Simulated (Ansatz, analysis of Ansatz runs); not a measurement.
# Reproducing a measured optical absorption band: F centre in CaO

How near does this set-up come to the measured optical absorption band? Subject: F centre in CaO. Set-up: PBE, 64-site cell, PBE lattice, 420 eV, k: the zone centre alone. The model is a cell of 64 host atoms with 1 O taken out. The excitation energy is a difference of total energies with one electron moved up within one spin channel. A local or semilocal functional is the cheapest first rung.

What was measured. Vertical absorption energy: 3.1 eV, by optical absorption (quoted in “Electronic Structure of the F Center in the Alkaline Earth Oxides”, 1976, T. M. Wilson and R. F. Wood, quoting earlier work (1968)).

Method: plane-wave PAW DFT, PBE; relaxation of all atoms of a defect supercell, in Ansatz 0.2.0.

### 1. Set-up

The cell holds 63 atoms: 32 Ca and 31 O. Its edges and angles: a = 9.662 Å, b = 9.662 Å, c = 9.662 Å, α = 90.0°, β = 90.0°, γ = 90.0°. It derives from CaO (space group Fm-3m). Nearest the centre at fractional (0.250, 0.500, 0.500): Ca12 at 2.42 Å, Ca27 at 2.42 Å, Ca28 at 2.42 Å, Ca19 at 2.42 Å, Ca25 at 2.42 Å, Ca56 at 2.42 Å, O14 at 3.42 Å, O8 at 3.42 Å.

The host's primitive cell comes from a first run (plane-wave PAW DFT, PBE; relaxation of the host's cell and atoms): vectors of 3.416, 3.416 and 3.416 Å. That is 14.09 Å³ an atom. The supercell is built on it.

### 2. Relaxation, charge 0

Every later number rests on the structure around the defect, so the atoms are relaxed at the host's lattice first.

The input, relax/input.yaml:

```yaml
relax:
  f_tol: 0.02
  max_steps: 80
  escape_saddle: false
crystal:
  lattice:
    - [9.66155723, 0.0, 0.0]
    - [0.0, 9.66155723, 0.0]
    - [0.0, 0.0, 9.66155723]
  atoms:
    - { symbol: Ca, position: [0.0, 0.0, 0.0] }
    - { symbol: Ca, position: [0.0, 0.25, 0.25] }
    - { symbol: Ca, position: [0.25, 0.0, 0.25] }
    - { symbol: Ca, position: [0.25, 0.25, 0.0] }
    - { symbol: O, position: [0.0, 0.0, 0.25] }
    - { symbol: O, position: [0.0, 0.25, 0.0] }
    - { symbol: O, position: [0.25, 0.0, 0.0] }
    - { symbol: O, position: [0.25, 0.25, 0.25] }
    - { symbol: Ca, position: [0.0, 0.0, 0.5] }
    - { symbol: Ca, position: [0.0, 0.25, 0.75] }
    - { symbol: Ca, position: [0.25, 0.0, 0.75] }
    - { symbol: Ca, position: [0.25, 0.25, 0.5] }
    - { symbol: O, position: [0.0, 0.0, 0.75] }
    - { symbol: O, position: [0.0, 0.25, 0.5] }
    - { symbol: O, position: [0.25, 0.0, 0.5] }
    - { symbol: O, position: [0.25, 0.25, 0.75] }
    - { symbol: Ca, position: [0.0, 0.5, 0.0] }
    - { symbol: Ca, position: [0.0, 0.75, 0.25] }
    - { symbol: Ca, position: [0.25, 0.5, 0.25] }
    - { symbol: Ca, position: [0.25, 0.75, 0.0] }
    - { symbol: O, position: [0.0, 0.5, 0.25] }
    - { symbol: O, position: [0.0, 0.75, 0.0] }
    - { symbol: O, position: [0.25, 0.5, 0.0] }
    - { symbol: O, position: [0.25, 0.75, 0.25] }
    - { symbol: Ca, position: [0.0, 0.5, 0.5] }
    - { symbol: Ca, position: [0.0, 0.75, 0.75] }
    - { symbol: Ca, position: [0.25, 0.5, 0.75] }
    - { symbol: Ca, position: [0.25, 0.75, 0.5] }
    - { symbol: O, position: [0.0, 0.5, 0.75] }
    - { symbol: O, position: [0.0, 0.75, 0.5] }
    - { symbol: O, position: [0.25, 0.75, 0.75] }
    - { symbol: Ca, position: [0.5, 0.0, 0.0] }
    - { symbol: Ca, position: [0.5, 0.25, 0.25] }
    - { symbol: Ca, position: [0.75, 0.0, 0.25] }
    - { symbol: Ca, position: [0.75, 0.25, 0.0] }
    - { symbol: O, position: [0.5, 0.0, 0.25] }
    - { symbol: O, position: [0.5, 0.25, 0.0] }
    - { symbol: O, position: [0.75, 0.0, 0.0] }
    - { symbol: O, position: [0.75, 0.25, 0.25] }
    - { symbol: Ca, position: [0.5, 0.0, 0.5] }
    - { symbol: Ca, position: [0.5, 0.25, 0.75] }
    - { symbol: Ca, position: [0.75, 0.0, 0.75] }
    - { symbol: Ca, position: [0.75, 0.25, 0.5] }
    - { symbol: O, position: [0.5, 0.0, 0.75] }
    - { symbol: O, position: [0.5, 0.25, 0.5] }
    - { symbol: O, position: [0.75, 0.0, 0.5] }
    - { symbol: O, position: [0.75, 0.25, 0.75] }
    - { symbol: Ca, position: [0.5, 0.5, 0.0] }
    - { symbol: Ca, position: [0.5, 0.75, 0.25] }
    - { symbol: Ca, position: [0.75, 0.5, 0.25] }
    - { symbol: Ca, position: [0.75, 0.75, 0.0] }
    - { symbol: O, position: [0.5, 0.5, 0.25] }
    - { symbol: O, position: [0.5, 0.75, 0.0] }
    - { symbol: O, position: [0.75, 0.5, 0.0] }
    - { symbol: O, position: [0.75, 0.75, 0.25] }
    - { symbol: Ca, position: [0.5, 0.5, 0.5] }
    - { symbol: Ca, position: [0.5, 0.75, 0.75] }
    - { symbol: Ca, position: [0.75, 0.5, 0.75] }
    - { symbol: Ca, position: [0.75, 0.75, 0.5] }
    - { symbol: O, position: [0.5, 0.5, 0.75] }
    - { symbol: O, position: [0.5, 0.75, 0.5] }
    - { symbol: O, position: [0.75, 0.5, 0.5] }
    - { symbol: O, position: [0.75, 0.75, 0.75] }
basis:
  ecutwfc: 420
  xc_grid: 2
hamiltonian:
  xc: pbe
kpoints:
  mp_grid: { grid: [1, 1, 1] }
magnetization:
  spin_polarized: true
  initial_magnetization: 0
  spin_locking: { lock_magnetization: hard }
scf:
  occupations: { method: fermi_dirac, width: 0.01 }
  max_iter: 120
output:
  forces: true
checkpoint:
  write: "../relax.run"
  compress: false
  write_wavefunctions: true
  write_every: 100000
```

Run with:

```sh
$ ansatz run input.yaml --threads 2 --pin off --max-ram 3768MiB --backend cpu --events-out ev --progress --plain --runs-dir out
```

Numbers of over 12 decimals in the logs are rounded to 6 here.

Output:

```text
[... repeated set-up lines and file paths are left out, and long positions are rounded to six places ...]
Engine: ansatz 0.2.0, x86_64-unknown-linux-gnu
Pseudopotentials: kind: paw
Pseudopotential: Ca, paw, valence charge 10, recommended cutoff 420 eV (normal), Ca.paw.azcp
Pseudopotential: O, paw, valence charge 6, recommended cutoff 420 eV (normal), O.paw.azcp
Functional definition: PBE
  parameter kappa = 0.804
  parameter beta = 0.066725
  exchange = pbe_x(kappa = kappa, mu = beta*pi^2/3)
  correlation = pbe_c(beta = beta)
Crystal: 63 atoms, lattice volume = 901.865 Å³
Basis set: ecut = 420 eV, 17557 PW (Γ), exchange–correlation on 144×144×144 points (8 copies of the dense FFT grid, shifted against one another)
Bands: 316, of which v1, the nominal top of the filled ones, is band 253 counted from 1 (252 counted from 0)
Symmetry: 48 space group operations
Space group: Pm-3m (ITA 221), of the structure as read, at distance tolerance 9.7e-5 Å
k-points: 1
Non-local potential: Ca, projectors of the file, l = 0: 3, l = 1: 2, l = 2: 2
Non-local potential: O, projectors of the file, l = 0: 2, l = 1: 2, l = 2: 1
PAW form: soft (Blöchl's): semilocal exchange-correlation on the pseudo side does not see the compensation charge
PAW one-centre angular grid: Ca, 110 points (default); XC on 64 Gauss nodes
PAW one-centre angular grid: O, 110 points (default); XC on 64 Gauss nodes
Initial density: superposition of atomic densities (chi_scale 0.1, normalization cell, long waves kept (reshape's long-wave potential 0.39 eV rms))
Initial wavefunctions: pseudopotential atomic-orbital guess
Functional: x = pbe(κ = 0.804, μ = 0.219515), c = pbe(β = 0.066725)
SCF iter   1: F=—  HF=-75854.346271 eV  |F-HF|=—  |Δ(HF+E_count)|=         —  Δρ=5.06e-2 (↑5.06e-2 ↓5.06e-2)  dr2=9.34e1  dr2_m=0.00e0  M=0.000 μB ∫|m|=0.000 μB  β_m=0.30  ethr=3.10e-3  ⟨swp⟩=7.0  Hψ=1313  notcnv=0  defer=35
preconditioner: auto → Resta (q_TF=auto, 2.478 Å⁻¹)  ε∞=3.5  [insulator: Δε(μ)=1.615 eV  Ē_g=16.561 eV  σ=0.010 eV  W_gap=1.00  n_scr=250 (ndim 8)  ℏωp=26.0 eV  f_vac=0.000  D(μ)=0.00/eV (n_scr^D=0)  ε∞_Penn≈3.5]
spin=Collinear: Resta preconditioning applied to the charge; magnetization (m = ρ↑ − ρ↓) channel mixes plain (no charge-response kernel on spin).
SCF iter   2: F=—  HF=-75835.750087 eV  |F-HF|=—  |Δ(HF+E_count)|=    1.86e1  Δρ=1.82e-2 (↑1.82e-2 ↓1.82e-2)  dr2=1.46e1  dr2_m=0.00e0  M=0.000 μB ∫|m|=0.000 μB  β_m=0.36  ethr=3.10e-3  ⟨swp⟩=4.0  Hψ=628  notcnv=0  defer=56
SCF iter   3: F=—  HF=-75833.265459 eV  |F-HF|=—  |Δ(HF+E_count)|=    2.48e0  Δρ=1.05e-2 (↑1.05e-2 ↓1.05e-2)  dr2=4.94e0  dr2_m=0.00e0  M=0.000 μB ∫|m|=0.000 μB  β_m=0.59  ethr=2.88e-3  ⟨swp⟩=4.0  Hψ=596  notcnv=0  defer=54
SCF iter   4: F=—  HF=-75833.138227 eV  |F-HF|=—  |Δ(HF+E_count)|=   1.27e-1  Δρ=2.95e-3 (↑2.95e-3 ↓2.95e-3)  dr2=2.67e-1  dr2_m=0.00e0  M=0.000 μB ∫|m|=0.000 μB  β_m=0.76  ethr=9.77e-4  ⟨swp⟩=2.0  Hψ=626  notcnv=0  defer=54
SCF iter   5: F=—  HF=-75833.276384 eV  |F-HF|=—  |Δ(HF+E_count)|=   1.38e-1  Δρ=1.95e-3 (↑1.95e-3 ↓1.95e-3)  dr2=1.18e-1  dr2_m=0.00e0  M=0.000 μB ∫|m|=0.000 μB  β_m=0.62  ethr=5.29e-5  ⟨swp⟩=2.0  Hψ=495  notcnv=0  defer=54
SCF iter   6: F=—  HF=-75833.260109 eV  |F-HF|=—  |Δ(HF+E_count)|=   1.63e-2  Δρ=3.32e-4 (↑3.32e-4 ↓3.32e-4)  dr2=3.27e-3  dr2_m=0.00e0  M=0.000 μB ∫|m|=0.000 μB  β_m=0.78  ethr=2.34e-5  ⟨swp⟩=2.0  Hψ=396  notcnv=0  defer=54
SCF iter   7: F=—  HF=-75833.266298 eV  |F-HF|=—  |Δ(HF+E_count)|=   6.19e-3  Δρ=9.35e-5 (↑9.35e-5 ↓9.35e-5)  dr2=2.14e-4  dr2_m=0.00e0  M=0.000 μB ∫|m|=0.000 μB  β_m=0.89  ethr=6.46e-7  ⟨swp⟩=2.0  Hψ=396  notcnv=0  defer=54
SCF iter   8: F=—  HF=-75833.266667 eV  |F-HF|=—  |Δ(HF+E_count)|=   3.69e-4  Δρ=6.95e-5 (↑6.95e-5 ↓6.95e-5)  dr2=1.41e-4  dr2_m=0.00e0  M=0.000 μB ∫|m|=0.000 μB  β_m=0.69  ethr=4.22e-8  ⟨swp⟩=2.0  Hψ=480  notcnv=0  defer=54
SCF iter   9: F=-75833.266642 eV  HF=-75833.266640 eV  |F-HF|=2.02e-6  |Δ(HF+E_count)|=   2.72e-5  Δρ=1.10e-5 (↑1.10e-5 ↓1.10e-5)  dr2=3.08e-6  dr2_m=0.00e0  M=0.000 μB ∫|m|=0.000 μB  ethr=1.98e-9  ⟨swp⟩=2.0  Hψ=924  notcnv=0
SCF 1 converged in 9 iterations: F = -75833.266642 eV  dr2 = 3.08e-6
  greatest PAW one-centre occupation: 0.995 electrons in one spin orbital (limit 2), on the Ca atom at site 24 (counted from 0), in its partial waves of l = 0
relax step   1: F+E_penalty+E_count = -75833.26664180 eV  Δ(F+E_penalty+E_count) = +0.000e0 eV  max|allowed force component| = 6.236e-1 eV/Å  Δτ_max = 0.0000 Å  (9 SCF iters, dr2 threshold 1.00e-5 eV, accepted)
[... the SCF cycles and remarks between the steps are left out from here to the last step ...]
relax step   2: F+E_penalty+E_count = -75833.11601306 eV  Δ(F+E_penalty+E_count) = +1.506e-1 eV  max|allowed force component| = 1.036e0 eV/Å  Δτ_max = 0.1340 Å  (7 SCF iters, dr2 threshold 2.43e-5 eV, rejected (line search))
relax step   3: F+E_penalty+E_count = -75833.37458633 eV  Δ(F+E_penalty+E_count) = -1.079e-1 eV  max|allowed force component| = 1.030e-1 eV/Å  Δτ_max = 0.0654 Å  (8 SCF iters, accepted)
relax step   4: F+E_penalty+E_count = -75833.38090893 eV  Δ(F+E_penalty+E_count) = -6.323e-3 eV  max|allowed force component| = 1.221e-2 eV/Å  Δτ_max = 0.0069 Å  (6 SCF iters, dr2 threshold 6.63e-7 eV, accepted)
iter 1 solved again at ethr=1.10e-10 eV; its pass at ethr=3.10e-3 eV (dr2=5.55e-7 eV) is discarded
SCF iter   1: F=—  HF=-75833.380909 eV  |F-HF|=—  |Δ(HF+E_count)|=         —  Δρ=4.33e-6 (↑4.33e-6 ↓4.33e-6)  dr2=5.56e-7  dr2_m=0.00e0  M=0.000 μB ∫|m|=0.000 μB  β_m=0.30  ethr=1.10e-10  ⟨swp⟩=1.0  Hψ=876  notcnv=0  defer=54
SCF iter   2: F=-75833.380909 eV  HF=-75833.380909 eV  |F-HF|=5.18e-9  |Δ(HF+E_count)|=   9.72e-8  Δρ=1.28e-6 (↑1.28e-6 ↓1.28e-6)  dr2=4.35e-8  dr2_m=0.00e0  M=0.000 μB ∫|m|=0.000 μB  ethr=1.98e-11  ⟨swp⟩=2.0  Hψ=829  notcnv=0
SCF 5 converged in 2 iterations: F = -75833.380909 eV  dr2 = 4.35e-8
relax step   5: F+E_penalty+E_count = -75833.38090928 eV  Δ(F+E_penalty+E_count) = -3.456e-7 eV  max|allowed force component| = 1.221e-2 eV/Å  Δτ_max = 0.0000 Å  (2 SCF iters, accepted)
NSCF: frozen V_eff on 1 k-points
the band table was solved once a step of the walk had ended and its energy, with any forces and stress, was formed, with the checks that follow a solve (1308 applications of the Hamiltonian). They found nothing against the state; [...]
SCF converged after 2 iterations
Magnetization: 0.0000 μB (253.0000 up, 253.0000 down)
Absolute magnetization: 0.0000 μB (∫|ρ↑−ρ↓|)
Spin contamination: 0.0000 ħ² per cell (⟨S²⟩ above its minimum at these occupations)
Per-site moments (μB) at R_I (Å): [(0.0, 0.993893), (0.0, 0.994274), (0.0, 0.989935), [... 60 left out ...]
Free energy (F): -75833.380909 eV
Harris-Foulkes:  -75833.380909 eV  (|F-HF|=5.18e-9)
Internal energy: -75833.380909 eV  (E = F + TS)
E sigma→0 (E₀):  -75833.380909 eV
Fermi energy:    10.590424 (↑ 10.590424, ↓ 10.590424) eV
--- Per-component energies (eV) ---
  E_band       = -3369.517603
  E_kinetic    = 14413.369298
  E_local      = -29059.732200  (includes V_loc(G=0)·N_el)
  E_nonlocal   = 3519.273547
  E_hartree    = 9704.867225
  E_xc         = -6746.569281
  E_vxc        = -8486.308888  (∫ρ·V_xc dr)
  E_paw        = -32363.734623  (= ΣΔE_a)
  E_vpaw       = -3165.926012  (= ΣTr[D̂ρ^β])
  E_aug_tail   = 0.074219  (compensation charges beyond the density's cutoff)
  E_ewald      = -35300.929094
  E_smearing   = -0.000000  (= −TS)
  E_closure    = 0.000000  (closes the sum)
  Σ components = -75833.380909   (vs F -75833.380909, Δ=0.00e0)
--- Forces (eV/Å), atoms counted from 1 ---
  atom   1  Ca     0.00067985     0.00000000     0.00000000
  atom   2  Ca    -0.00664601    -0.00664601    -0.00664601
  [... 5 atoms left out ...]
  atom   8  O     -0.00000000     0.01221271     0.01221271
  [... 3 atoms left out ...]
  atom  12  Ca    -0.00000000    -0.00150983     0.00000000
  [... 1 atom left out ...]
  atom  14  O      0.01221271     0.01221271     0.00000000
  [... 4 atoms left out ...]
  atom  19  Ca    -0.00000000     0.00000000    -0.00150983
  [... 4 atoms left out ...]
  atom  24  O      0.00000000    -0.01221271     0.01221271
  atom  25  Ca    -0.00150983    -0.00000000     0.00000000
  [... 1 atom left out ...]
  atom  27  Ca    -0.00000000    -0.00000000     0.00150983
  atom  28  Ca    -0.00000000     0.00150983     0.00000000
  [... 2 atoms left out ...]
  atom  31  O      0.00000000    -0.01221271    -0.01221271
  [... 24 atoms left out ...]
  atom  56  Ca     0.00150983     0.00000000    -0.00000000
  [... 7 atoms left out ...]
  max |Σ_I F_I| component: 2.08e-17 eV/Å
--- Band table (eV) ---
  k-point 0 ↑: bands = ["-30.2847", "-30.2305", "-30.2305", "-30.2200", [... 308 left out ...] "15.1104", "15.1104", "15.1652", "15.1652"]
  k-point 0 ↓: bands = ["-30.2847", "-30.2305", "-30.2305", "-30.2200", [... 308 left out ...] "15.1104", "15.1104", "15.1652", "15.1652"]
--- Relaxed structure (5 steps of the walk, 4 accepted, 0 SCFs on fresh bases) ---
  F+E_penalty+E_count = -75833.38090928 eV   max|allowed force component| = 1.221e-2 eV/Å
  atoms:
    - { symbol: Ca, position: [-0.000616, 0, 0] }
    - { symbol: Ca, position: [0.000529, 0.250529, 0.250529] }
    [... 5 atoms left out ...]
    - { symbol: O, position: [0.25, 0.249098, 0.249098] }
    [... 3 atoms left out ...]
    - { symbol: Ca, position: [0.25, 0.243535, 0.5] }
    [... 1 atom left out ...]
    - { symbol: O, position: [-0.000902, 0.249098, 0.5] }
    [... 4 atoms left out ...]
    - { symbol: Ca, position: [0.25, 0.5, 0.243535] }
    [... 4 atoms left out ...]
    - { symbol: O, position: [0.25, 0.750902, 0.249098] }
    - { symbol: Ca, position: [-0.006465, 0.5, 0.5] }
    [... 1 atom left out ...]
    - { symbol: Ca, position: [0.25, 0.5, 0.756465] }
    - { symbol: Ca, position: [0.25, 0.756465, 0.5] }
    [... 2 atoms left out ...]
    - { symbol: O, position: [0.25, 0.750902, 0.750902] }
    [... 24 atoms left out ...]
    - { symbol: Ca, position: [0.506465, 0.5, 0.5] }
    [... 7 atoms left out ...]
```

It took 37 s on 2 threads of AMD EPYC 7R13 (Zen 3), shared host; peak memory 1.9 GiB; 72 s of CPU time.

Step by step:

| step | energy less that of the first step (eV) | largest force component (eV/Å) |
| --- | --- | --- |
| 1 | 0.0000 | 0.6236 |
| 2 | 0.1506 | 1.0359 |
| 3 | -0.1079 | 0.1030 |
| 4 | -0.1143 | 0.0122 |
| 5 | -0.1143 | 0.0122 |

Relaxation step 2 was tried and not accepted.

Forces are held to the 48 operations that the run works with; a distortion that breaks them can't arise in this run.

The atoms that moved most (Å):

| atom | dx | dy | dz | length |
| --- | --- | --- | --- | --- |
| Ca12 | 0.000 | -0.062 | 0.000 | 0.062 |
| Ca19 | 0.000 | 0.000 | -0.062 | 0.062 |
| Ca25 | -0.062 | 0.000 | 0.000 | 0.062 |
| Ca27 | 0.000 | 0.000 | 0.062 | 0.062 |
| Ca28 | 0.000 | 0.062 | 0.000 | 0.062 |
| Ca56 | 0.062 | 0.000 | 0.000 | 0.062 |
| Ca17 | -0.016 | 0.000 | 0.000 | 0.016 |
| Ca9 | -0.016 | 0.000 | 0.000 | 0.016 |

Neighbours of the ideal centre at the end:

| atom | distance (Å) |
| --- | --- |
| Ca28 | 2.478 |
| Ca25 | 2.478 |
| Ca27 | 2.478 |
| Ca56 | 2.478 |
| Ca19 | 2.478 |
| Ca12 | 2.478 |
| O60 | 3.428 |
| O31 | 3.428 |
| O61 | 3.428 |
| O30 | 3.428 |
| O24 | 3.428 |
| O52 | 3.428 |
| O45 | 3.428 |
| O29 | 3.428 |
| O16 | 3.428 |
| O8 | 3.428 |

This step gave:

| Item | Value |
| --- | --- |
| free energy | -75833.3809 eV |
| spin contamination | 0 |

(Continued in part 2 of 2.)

[Logs are printed without paths, hosts, clocks, repeated set-up lines and the standing remarks that a program may print on its own settings, such as how far it seeks lower states.]

[Hosts, paths, dates, database ids (printed as entryN), source tags and the programs' standing remarks are cut or masked in the printed files.]

[For some hosts the program warned that the k-mesh of the response run may be too coarse for force constants and the static dielectric constant; such warnings are not shown here.]
